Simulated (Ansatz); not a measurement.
# Dielectric function and optical constants of CoPdO2

What colour and refractive index does CoPdO2 have at this level of theory?

Program: Ansatz 0.2.0. Level of theory: DFT, PBE, plane-wave PAW, default files, scalar-relativistic, independent-particle optical response without local fields. Results are calculated unless marked as measured.

## Step 1: The starting structure

It takes space group R-3m (No. 166, trigonal). The conventional cell has a = 2.845 Å, b = 2.845 Å, c = 17.880 Å, α = 90.00°, β = 90.00°, γ = 120.00°. Pd has 2 O at 2.01 Å nearest. Co has 6 O at 1.91 Å nearest. Nearest to O lie 3 Co at 1.91 Å and 1 Pd at 2.01 Å. Farther neighbours and most contacts between anions are not listed.

## Step 2: Spectrum

With the density converged, the vertical transitions are summed over the zone.

input.yaml reads:

```yaml
crystal:
  lattice:
    - [1.4224995077, 0.8212804737, 5.96]
    - [-1.4224995077, 0.8212804737, 5.96]
    - [0.0, -1.6425609474, 5.96]
  atoms:
    - { symbol: Pd, position: [0.0, 0.0, 0.0] }
    - { symbol: Co, position: [0.5, 0.5, 0.5] }
    - { symbol: O, position: [0.88785, 0.88785, 0.88785] }
    - { symbol: O, position: [0.11215, 0.11215, 0.11215] }
kpoints:
  mp_grid: { grid: [9, 9, 9] }
scf:
  occupations: { method: fermi_dirac, width: 0.05 }
hamiltonian:
  xc: pbe
  pseudopotentials: { kind: paw }
output:
  optics:
    e_range: [0, 20]
    de: 0.05
    sigma: 0.15
    nscf_kmesh: { grid: [10, 10, 10] }
    bands: { spectra_wanted_up_to: 20 }
```

Launch:

```
$ ansatz run input.yaml --threads 4 --pin off --max-ram 8192MiB --backend cpu --events-out ev --progress --plain --runs-dir out
```

Numbers of over 12 decimals in the logs are rounded to 6 here.

Log:

```text
basis.fft_grid_basis auto: the FFT boxes are laid along the combinations [[1, 0, -1], [0, 1, -1], [0, 0, 1]] of the cell's own vectors, 2.845, 2.845 and 6.182 Å long. The dense box has 20×20×45 points. Along the cell's own vectors, as sized, it would have 45×45×45, 5.06 times as many. Of the 12 symmetry operations that the crystal satisfies within crystal.symmetry.tolerance (time reversal apart; of a slab, those that [...]
Engine: ansatz 0.2.0, x86_64-unknown-linux-gnu
Pseudopotentials: kind: paw
Pseudopotential: Pd, paw, valence charge 18, recommended cutoff 420 eV (normal), Pd.paw.azcp
Pseudopotential: Co, paw, valence charge 17, recommended cutoff 420 eV (normal), Co.paw.azcp
Pseudopotential: O, paw, valence charge 6, recommended cutoff 420 eV (normal), O.paw.azcp
Functional definition: PBE
  parameter kappa = 0.804
  parameter beta = 0.066725
  exchange = pbe_x(kappa = kappa, mu = beta*pi^2/3)
  correlation = pbe_c(beta = beta)
Crystal: 4 atoms, lattice volume = 41.777 Å³
Basis set: ecut = 420 eV, 829 PW (Γ), FFT grids on a1−a3, a2−a3, a3
Bands: 29, of which v1, the nominal top of the filled ones, is band 24 counted from 1 (23 counted from 0)
Symmetry: 12 space group operations
Space group: R-3m (ITA 166), of the structure as read, at distance tolerance 3.5e-5 Å
k-points: 85 of 729
Non-local potential: Pd, projectors of the file, l = 0: 2, l = 1: 2, l = 2: 2, l = 3: 1
Non-local potential: Co, projectors of the file, l = 0: 3, l = 1: 2, l = 2: 3, l = 3: 1
Non-local potential: O, projectors of the file, l = 0: 2, l = 1: 2, l = 2: 1
PAW form: soft (Blöchl's): semilocal exchange-correlation on the pseudo side does not see the compensation charge
PAW one-centre angular grid: Pd, 590 points (default); XC on 64 Gauss nodes
PAW one-centre angular grid: Co, 590 points (default); XC on 64 Gauss nodes
PAW one-centre angular grid: O, 110 points (default); XC on 64 Gauss nodes
Initial density: superposition of atomic densities (neutral atoms: chi_scale 0, normalization atom), corrected by the library's trained network
Initial wavefunctions: pseudopotential atomic-orbital guess
Functional: x = pbe(κ = 0.804, μ = 0.219515), c = pbe(β = 0.066725)
SCF iter   1: F=—  HF=-13232.315360 eV  |F-HF|=—  |Δ(HF+E_count)|=         —  Δρ=1.05e-2  dr2=6.90e-2  ethr=1.77e-3  ⟨swp⟩=6.2  Hψ=9905  notcnv=0
preconditioner: auto → Kerker (q_TF=auto, 2.782 Å⁻¹)  [metal: Δε(μ)=0.033 eV  Ē_g=10.510 eV  σ=0.050 eV  W_gap=0.16  n_scr=16 (ndim 8)  ℏωp=32.0 eV  f_vac=0.008  D(μ)=1.03/eV (n_scr^D=4)]
SCF iter   2: F=—  HF=-13232.312464 eV  |F-HF|=—  |Δ(HF+E_count)|=   2.90e-3  Δρ=4.52e-3  dr2=2.08e-2  ethr=1.47e-4  ⟨swp⟩=2.0  Hψ=3312  notcnv=0
SCF iter   3: F=—  HF=-13232.310933 eV  |F-HF|=—  |Δ(HF+E_count)|=   1.53e-3  Δρ=1.16e-3  dr2=3.17e-3  ethr=4.43e-5  ⟨swp⟩=1.0  Hψ=2451  notcnv=0
SCF iter   4: F=—  HF=-13232.310564 eV  |F-HF|=—  |Δ(HF+E_count)|=   3.69e-4  Δρ=6.50e-4  dr2=3.09e-4  ethr=6.75e-6  ⟨swp⟩=1.0  Hψ=2451  notcnv=0
SCF iter   5: F=—  HF=-13232.310485 eV  |F-HF|=—  |Δ(HF+E_count)|=   7.87e-5  Δρ=3.03e-4  dr2=4.13e-5  ethr=6.58e-7  ⟨swp⟩=2.7  Hψ=4127  notcnv=0
SCF iter   6: F=—  HF=-13232.310477 eV  |F-HF|=—  |Δ(HF+E_count)|=   8.34e-6  Δρ=8.42e-5  dr2=5.83e-6  ethr=8.79e-8  ⟨swp⟩=2.0  Hψ=3095  notcnv=0
SCF iter   7: F=—  HF=-13232.310475 eV  |F-HF|=—  |Δ(HF+E_count)|=   1.40e-6  Δρ=3.26e-5  dr2=3.34e-7  ethr=1.24e-8  ⟨swp⟩=2.0  Hψ=3570  notcnv=0
SCF iter   8: F=—  HF=-13232.310481 eV  |F-HF|=—  |Δ(HF+E_count)|=   5.64e-6  Δρ=9.04e-6  dr2=3.22e-8  ethr=7.10e-10  ⟨swp⟩=2.2  Hψ=4095  notcnv=0
SCF iter   9: F=—  HF=-13232.310481 eV  |F-HF|=—  |Δ(HF+E_count)|=   1.78e-8  Δρ=3.64e-6  dr2=2.33e-9  ethr=6.85e-11  ⟨swp⟩=2.6  Hψ=3956  notcnv=0
SCF iter  10: F=—  HF=-13232.310481 eV  |F-HF|=—  |Δ(HF+E_count)|=  6.71e-10  Δρ=1.06e-6  dr2=3.49e-10  ethr=4.96e-12  ⟨swp⟩=2.2  Hψ=3865  notcnv=0
SCF iter  11: F=—  HF=-13232.310481 eV  |F-HF|=—  |Δ(HF+E_count)|=  2.87e-10  Δρ=3.55e-7  dr2=6.56e-11  ethr=1.00e-12  ⟨swp⟩=2.2  Hψ=3179  notcnv=0
SCF iter  12: F=—  HF=-13232.310481 eV  |F-HF|=—  |Δ(HF+E_count)|=  3.27e-11  Δρ=2.35e-7  dr2=2.21e-11  ethr=1.00e-12  ⟨swp⟩=1.0  Hψ=2451  notcnv=0
SCF iter  13: F=-13232.310481 eV  HF=-13232.310481 eV  |F-HF|=0.00e0  |Δ(HF+E_count)|=    0.00e0  Δρ=6.82e-8  dr2=2.37e-12  ethr=1.00e-12  ⟨swp⟩=2.6  Hψ=4987  notcnv=0
SCF 1 converged in 13 iterations: F = -13232.310481 eV  dr2 = 2.37e-12
  greatest PAW one-centre occupation: 1.000 electrons in one spin orbital (limit 2), on the Co atom at site 1 (counted from 0), in its partial waves of l = 1
NSCF: frozen V_eff on 116 k-points
WARN: output.optics: on 4 of the rows wanted, those up to 20.000 eV, the energy-loss function is not bounded in the bands left out, and is left empty along some axis. In full: what the bands over the 51 summed would add to eps1, eps2 and the energy-loss function is held between a lower and an upper bound (6 Lanczos steps). eps1, eps2 and their loss function (loss_summed_bands) are given on every row as the summed ban [...]
SCF converged after 13 iterations
Free energy (F): -13232.310481 eV
Harris-Foulkes:  -13232.310481 eV  (|F-HF|=0.00e0)
Internal energy: -13232.301135 eV  (E = F + TS)
E sigma→0 (E₀):  -13232.305808 eV
Entropy (-TS):   -0.009346 eV (-2.337 meV/atom)
Fermi energy:    14.668432 eV
--- Per-component energies (eV) ---
  E_band       = -503.778131
  E_kinetic    = 1312.316524
  E_local      = -6054.727324  (includes V_loc(G=0)·N_el)
  E_nonlocal   = 768.502914
  E_hartree    = 2477.538466
  E_xc         = -472.895524
  E_vxc        = -602.146448  (∫ρ·V_xc dr)
  E_paw        = -5578.363021  (= ΣΔE_a)
  E_vpaw       = -882.805636  (= ΣTr[D̂ρ^β])
  E_aug_tail   = 0.004960  (compensation charges beyond the density's cutoff)
  E_ewald      = -5684.678129
  E_smearing   = -0.009346  (= −TS)
  E_closure    = 0.000000  (closes the sum)
  Σ components = -13232.310481   (vs F -13232.310481, Δ=0.00e0)
--- Band table (eV; the first three rows and the last of 85) ---
  k-point 0: bands = [... 20 lower, 12.8496, 13.1106, 13.1106, 13.5468, 16.6085, 16.6085, 17.4012, 20.9275, ... 1 higher]
  k-point 1: bands = [... 20 lower, 12.8487, 13.2383, 13.4173, 13.6020, 16.3213, 16.5086, 17.6032, 21.5285, ... 1 higher]
  k-point 2: bands = [... 20 lower, 12.8493, 13.3498, 13.7703, 13.8200, 15.8721, 16.3074, 17.9299, 22.8635, ... 1 higher]
  k-point 84: bands = [... 20 lower, 13.0386, 13.5674, 13.8405, 14.1225, 15.9961, 16.2549, 18.6590, 20.4328, ... 1 higher]
```

Run time: 74 s. Hardware: 4 threads of AMD EPYC 9R45, shared host; peak memory 1.6 GiB; 4.8 min of CPU time.

This run has no spin polarisation, although Co can carry a moment.

This step gave:

* main peak of the optical conductivity above 1 eV, first axis: 19.15 eV
* Drude plasma energy, first axis: 4.173 eV
* bands summed: 51
* spectra valid up to: 33.47 eV
* program's estimate of the k-sum error in Im epsilon: 0.09 %
* electrons in the f-sum: 24.04

The Im ε has structure finer than the step of the table below, so its rows give means over 0.5 eV, whole bins alone (the curve runs from 0.3 to 20 eV). Peaks (eV: height): E ∥ x or y 0.95: 31.6; E ∥ z 1.05: 47.3, 3.20: 20.9.

Table of Im ε by photon energy; means over each step:

```tsv
photon energy (eV)	E ∥ x or y	E ∥ z
1.0	26.1	34.0
1.5	14.7	19.1
2.0	14.8	14.8
2.5	12.7	11.5
3.0	7.74	15.6
3.5	7.71	11.4
4.0	6.91	3.59
4.5	6.52	7.10
5.0	6.54	6.10
5.5	5.82	5.73
6.0	6.05	5.44
6.5	4.16	5.22
7.0	2.29	5.49
7.5	1.63	3.80
8.0	1.24	2.86
8.5	1.29	2.92
9.0	1.13	1.70
9.5	1.01	1.36
10.0	0.947	1.85
10.5	1.10	2.02
11.0	1.30	2.37
11.5	1.19	2.05
12.0	1.18	1.51
12.5	1.28	1.23
13.0	1.76	1.38
13.5	1.97	2.00
14.0	2.49	2.69
14.5	2.46	2.59
15.0	2.63	2.07
15.5	2.76	2.38
16.0	2.61	1.96
16.5	2.33	1.93
17.0	2.18	1.83
17.5	2.08	1.63
18.0	2.22	1.57
18.5	2.28	1.80
19.0	2.52	1.67
19.5	2.51	1.84
```

Table of Re ε by photon energy:

```tsv
photon energy (eV)	E ∥ x or y	E ∥ z
1	-1.23	36.1
2	3.13	6.91
3	-1.74	8.25
4	1.13	0.739
5	0.0195	1.10
6	-0.860	0.363
7	-1.82	-1.17
8	-0.206	-0.446
9	0.410	-0.666
10	1.16	1.02
11	1.52	0.423
12	1.84	0.635
13	2.31	1.72
14	2.19	1.86
15	1.79	0.956
16	0.898	0.517
17	0.965	0.567
18	1.14	0.926
19	0.874	0.870
20	0.203	1.06
```

Values under 1 per cm are given as 1. Table of absorption coefficient by photon energy:

```tsv
photon energy (eV)	E ∥ x or y (1/cm)	E ∥ z (1/cm)
0.500	3.1e5	9458
1.000	4.1e5	3.2e5
1.500	4.2e5	3.8e5
2.000	5.2e5	4.4e5
2.500	6.5e5	5.4e5
3.000	6.3e5	6.4e5
3.500	7.2e5	1.1e6
4.000	7.0e5	4.6e5
4.500	7.8e5	7.7e5
5.000	9.2e5	7.9e5
5.500	9.6e5	9.1e5
6.000	1.1e6	9.8e5
6.500	1.3e6	8.7e5
7.000	1.1e6	1.3e6
7.500	9.0e5	1.2e6
8.000	6.8e5	1.0e6
8.500	5.9e5	1.1e6
9.000	5.5e5	1.0e6
9.500	4.7e5	6.0e5
10.000	4.1e5	7.7e5
10.500	4.4e5	7.2e5
11.000	5.5e5	1.1e6
11.500	5.1e5	1.1e6
12.000	5.1e5	8.6e5
12.500	5.1e5	6.5e5
13.000	7.3e5	6.2e5
13.500	8.0e5	9.2e5
14.000	1.1e6	1.2e6
14.500	1.2e6	1.5e6
15.000	1.3e6	1.2e6
15.500	1.4e6	1.5e6
16.000	1.6e6	1.4e6
16.500	1.5e6	1.3e6
17.000	1.5e6	1.4e6
17.500	1.5e6	1.3e6
18.000	1.5e6	1.2e6
18.500	1.6e6	1.4e6
19.000	1.8e6	1.3e6
19.500	2.0e6	1.4e6
20.000	2.0e6	1.9e6
```

The reflectivity at normal incidence has structure finer than the step of the table below, so its rows give means over 0.5 eV, whole bins alone (the curve runs from 0.3 to 20 eV). Peaks (eV: height): E ∥ x or y 1.05: 61.8, 2.80: 49.8, 6.75: 49.1; E ∥ z 1.15: 63.1, 3.65: 62.3, 4.65: 36.2, 6.95: 37.9, 8.85: 33.5, 10.90: 18.5, 14.40: 19.4.

The reflectivity at normal incidence by photon energy; means over each step:

```tsv
photon energy (eV)	E ∥ x or y (%)	E ∥ z (%)
1.0	58.2	60.4
1.5	50.1	49.9
2.0	46.3	44.0
2.5	48.1	40.0
3.0	41.5	44.6
3.5	37.4	60.0
4.0	33.5	29.6
4.5	33.8	31.9
5.0	35.0	31.2
5.5	34.4	31.0
6.0	38.5	30.3
6.5	47.5	28.1
7.0	45.4	36.8
7.5	35.9	36.0
8.0	22.7	28.0
8.5	12.7	28.0
9.0	9.90	28.1
9.5	5.46	9.85
10.0	4.06	10.9
10.5	4.93	11.1
11.0	6.12	15.9
11.5	5.53	15.1
12.0	5.81	10.5
12.5	7.12	6.18
13.0	9.52	6.76
13.5	10.5	10.4
14.0	13.1	14.5
14.5	13.1	17.3
15.0	14.0	12.7
15.5	15.5	15.3
16.0	16.1	14.2
16.5	14.8	12.5
17.0	13.5	13.2
17.5	12.9	10.9
18.0	13.1	9.33
18.5	14.3	10.7
19.0	16.1	10.2
19.5	18.5	10.0
```

The loss function −Im 1/ε at q → 0 has structure finer than the step of the table below, so its rows give means over 1 eV, whole bins alone (the curve runs from 0.3 to 20 eV). Peaks (eV: height): E ∥ x or y 8.1: 0.821, 9.0: 0.814; E ∥ z 4.0: 0.331, 9.2: 0.829, 12.1: 0.567, 17.2: 0.521.

The loss function −Im 1/ε at q → 0 by energy loss; means over each step:

```tsv
energy loss (eV)	E ∥ x or y	E ∥ z
1	0.0446	0.0203
2	0.0705	0.0614
3	0.113	0.0620
4	0.144	0.164
5	0.158	0.153
6	0.162	0.189
7	0.282	0.185
8	0.707	0.319
9	0.706	0.542
10	0.425	0.429
11	0.312	0.374
12	0.243	0.528
13	0.203	0.304
14	0.231	0.273
15	0.270	0.390
16	0.334	0.448
17	0.391	0.485
18	0.377	0.472
19	0.370	0.440
```

At chosen wavelengths:

```tsv
wavelength (nm)	n xy	k xy	R (%) xy	1/α xy	n z	k z	R (%) z	1/α z
1550	4.01	2.795	51.3	44 nm	6.79	1.088	56.1	113 nm
1064	2.99	3.824	60.8	22 nm	4.93	4.240	62.9	20 nm
532	2.54	2.661	48.2	16 nm	2.93	2.401	44.8	18 nm
450	2.08	2.650	49.6	14 nm	3.06	1.571	35.4	23 nm
405	1.68	1.842	36.5	17 nm	3.63	2.394	46.6	13 nm
248	1.83	1.823	35.4	11 nm	1.88	1.558	29.9	13 nm
193	1.11	1.994	47.3	7.7 nm	1.64	1.384	26.2	11 nm
```

A polished face would reflect 47 % of daylight and look light grey (CIE x = 0.315, y = 0.336 under D65).

## Step 3: Results

```
main peak of the optical conductivity above 1 eV, first axis : 19.2 eV
Drude plasma energy, first axis                              : 4.17 eV
```

In words: At this level (PBE, independent particles) CoPdO2 is a metal with a Drude plasma energy of 4.2 eV along x, 4.2 eV along y and 0.5 eV along z; it reflects 49 % at 550 nm for E ∥ x. Along x the bare Drude plasma energy is 4.2 eV; Re ε first rises through zero at 0.69 eV, far lower, because interband transitions screen the carriers. Im ε is 12 there, so the loss peak at that energy is weak. A polished face would reflect 47 % of daylight and look light grey (CIE x = 0.315, y = 0.336 under D65). The carriers' part of the response depends strongly on the k-mesh. The run has no spin polarisation; magnetic order or correlation, untested here, could change the spectrum. The Fermi-Dirac width of 0.05 eV acts as an electron temperature of 580 K in the carriers' term.

[Logs are printed without paths, hosts, clocks, repeated set-up lines and the standing remarks that a program may print on its own settings, such as how far it seeks lower states.]

[Hosts, paths, dates, database ids (printed as entryN), source tags and the programs' standing remarks are cut or masked in the printed files.]
